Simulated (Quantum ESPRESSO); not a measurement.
**ZnSe (Stilleite): a worked LO-TO splitting**

Wanted: the LO mode of ZnSe (Stilleite) from the TO mode and the field response.

Method: DFT PBE, scalar-relativistic, plane waves, PseudoDojo norm-conserving pseudopotentials, in Quantum ESPRESSO 7.5.

## (1) The relaxed structure

The structure is cubic, space group F-43m (No. 216). The conventional cell has a = 5.729 Å, b = 5.729 Å, c = 5.729 Å, α = 90.00°, β = 90.00°, γ = 90.00°. Zn has 4 Se at 2.48 Å nearest. Nearest to Se lie 4 Zn at 2.48 Å. Farther neighbours and most contacts between anions are not listed.

This is the cell after its relaxation at this level of theory, not the database cell from which that began.

## (2) What the response run gave

A linear-response run on the relaxed cell, with the response to an electric field; only its zone-centre results are used. Cutoff 95 Ry, k mesh 8×8×8.

Output:

```text
[banners, grids, parts of the stress and lines that vanish by symmetry left out]
Program PHONON v.7.5
     Reading xml data from directory:

[...]
Exchange-correlation= PBE
                           (   1   4   3   4   0   0   0)
[...]
kinetic-energy cut-off    =      95.0000  Ry
     charge density cut-off    =     380.0000  Ry
     convergence threshold     =      1.0E-18
[...]
Exchange-correlation= PBE
                           (   1   4   3   4   0   0   0)
[...]
q = (   0.0000000   0.0000000   0.0000000 )
     25 Sym.Ops. (with q -> -q+G )
     G cutoff =  564.0925  (  39693 G-vectors)     FFT grid: ( 48, 48, 48)
     number of k points=    29
[...]
Mode symmetry, T_d (-43m)  point group:
[...]
Dielectric constant
[...]
End of electric fields calculation
          Dielectric constant in cartesian axis
          (       8.187855314       0.000000000      -0.000000000 )
          (       0.000000000       8.187855314       0.000000000 )
          (      -0.000000000       0.000000000       8.187855314 )
          Effective charges (d Force / dE) in cartesian axis without acoustic sum rule applied (asr)
           atom    1  Zn    Mean Z*:        2.11154
      Ex  (        2.11154        0.00000       -0.00000 )
      Ey  (        0.00000        2.11154       -0.00000 )
      Ez  (       -0.00000       -0.00000        2.11154 )
           atom    2  Se    Mean Z*:       -2.15364
      Ex  (       -2.15364       -0.00000       -0.00000 )
      Ey  (       -0.00000       -2.15364        0.00000 )
      Ez  (       -0.00000        0.00000       -2.15364 )
          Effective charges Sum: Mean:       -0.04209
[...]
Effective charges (d Force / dE) in cartesian axis with asr applied:
           atom    1  Zn    Mean Z*:        2.13259
[...]
atom    2  Se    Mean Z*:       -2.13259
[...]
Representation #   1 modes #   1   2   3
[...]
End of self-consistent calculation
     Convergence has been achieved
     Representation #   2 modes #   4   5   6
[...]
End of self-consistent calculation
     Convergence has been achieved
[...]
Dielectric constant in cartesian axis
          (       8.187855314       0.000000000      -0.000000000 )
          (       0.000000000       8.187855314       0.000000000 )
          (      -0.000000000       0.000000000       8.187855314 )
          Effective charges (d Force / dE) in cartesian axis without acoustic sum rule applied (asr)
           atom    1  Zn    Mean Z*:        2.11154
      Ex  (        2.11154        0.00000       -0.00000 )
      Ey  (        0.00000        2.11154       -0.00000 )
      Ez  (       -0.00000       -0.00000        2.11154 )
           atom    2  Se    Mean Z*:       -2.15364
      Ex  (       -2.15364       -0.00000       -0.00000 )
      Ey  (       -0.00000       -2.15364        0.00000 )
      Ez  (       -0.00000        0.00000       -2.15364 )
          Effective charges Sum: Mean:       -0.04209
[...]
Effective charges (d Force / dE) in cartesian axis with asr applied:
           atom    1  Zn    Mean Z*:        2.13259
[...]
atom    2  Se    Mean Z*:       -2.13259
[...]
q = (    0.000000000   0.000000000   0.000000000 )
[...]
freq (    1) =      -0.085419 [THz] =      -2.849287 [cm-1]
     freq (    2) =      -0.085419 [THz] =      -2.849287 [cm-1]
     freq (    3) =      -0.085419 [THz] =      -2.849287 [cm-1]
     freq (    4) =       5.867466 [THz] =     195.717605 [cm-1]
     freq (    5) =       5.867466 [THz] =     195.717605 [cm-1]
     freq (    6) =       5.867466 [THz] =     195.717605 [cm-1]
[...]
Mode symmetry, T_d (-43m)  point group:
     freq (   1-   3) =         -2.8  [cm-1]   --> T_2  G_15 P_4   I+R
     freq (   4-   6) =        195.7  [cm-1]   --> T_2  G_15 P_4   I+R

   JOB DONE.
```

```csv
quantity,value
cell volume Ω (Å³),47.009
mass of Zn (u),65.380
mass of Se (u),78.971
"Born charge of Zn, raw (e)",2.111
"Born charge of Se, raw (e)",-2.154
ε∞,8.188
ω(TO) after the sum rule (cm⁻¹),195.8
```

## (3) The calculation

The charges must sum to zero over the cell; taking off their mean, -0.021 e, leaves Z* = 2.133 e on Zn. In the polar mode Zn moves against Se, so the reduced mass is μ = 65.38 × 78.97 / 144.35 = 35.768 u.

A longitudinal wave builds up a field that adds to the restoring force: ω(LO)² = ω(TO)² + 4π Z*² / (μ Ω ε∞), in Hartree atomic units. With μ = 65201 electron masses and Ω = 317.23 bohr³ the second term is 3.3745e-07 Ha², or 16255 cm⁻² (1 Ha = 219474.6 cm⁻¹).

So ω(LO) = √(38318 + 16255) = 233.6 cm⁻¹, and by the Lyddane-Sachs-Teller relation ε₀ = ε∞ (ω(LO)/ω(TO))² = 11.66.

## (4) Check against the program

The analysis program adds the same non-analytic term to the full matrix, here for q along (1 0 0).

Output:

```text
[banner, memory and clock lines left out]
Program DYNMAT v.7.5

     Reading Dynamical Matrix from file g.dyn
     ...Force constants read
     ...epsilon and Z* read

     Polarizability (A^3 units)
     multiply by 0.294468 for Clausius-Mossotti correction
        26.888560    0.000000   -0.000000
         0.000000   26.888560    0.000000
        -0.000000    0.000000   26.888560

     IR activities are in (D/A)^2/amu units

# mode   [cm-1]    [THz]      IR
    1      0.00    0.0000    0.0000
    2      0.00    0.0000    0.0000
    3      0.00    0.0000    0.0000
    4    195.75    5.8683    2.9335
    5    195.75    5.8683    2.9335
    6    233.61    7.0033    2.9335
```

ε₀ comes from the program's run without a direction of q.

| quantity | by hand | program |
| --- | --- | --- |
| ω(LO) (cm⁻¹) | 233.6 | 233.6 |
| ε₀ | 11.66 | 11.66 |

## (5) Outcome

| Item | Value |
| --- | --- |
| TO mode | 195.8 cm⁻¹ |
| LO mode | 233.6 cm⁻¹ |
| static dielectric constant | 11.66 |

**Reading.** The LO mode of ZnSe (Stilleite) lies at 234 cm⁻¹, 38 cm⁻¹ above the TO mode; the formula meets the program within 0.1 cm⁻¹, as it must for a cubic crystal with one polar mode. ω(LO)² − ω(TO)² goes with Z*²/ε∞: an error of 5 % in ε∞ would move the LO mode by 1.7 cm⁻¹, and semilocal functionals tend to overestimate ε∞. The raw charges miss their sum by 0.042 e, a sign that the k mesh is short for the field response, so ε∞ may be some per cent too high. These are harmonic values at zero temperature, at the volume of this functional, for the structure held cubic; stability elsewhere in the zone is no part of this calculation.

[Host names and launcher messages were left out of these logs when they were recorded.]

[Logs are printed without paths, hosts, clocks, repeated set-up lines and the standing remarks that a program may print on its own settings, such as how far it seeks lower states.]

[Hosts, paths, dates, database ids (printed as entryN), source tags and the programs' standing remarks are cut or masked in the printed files.]
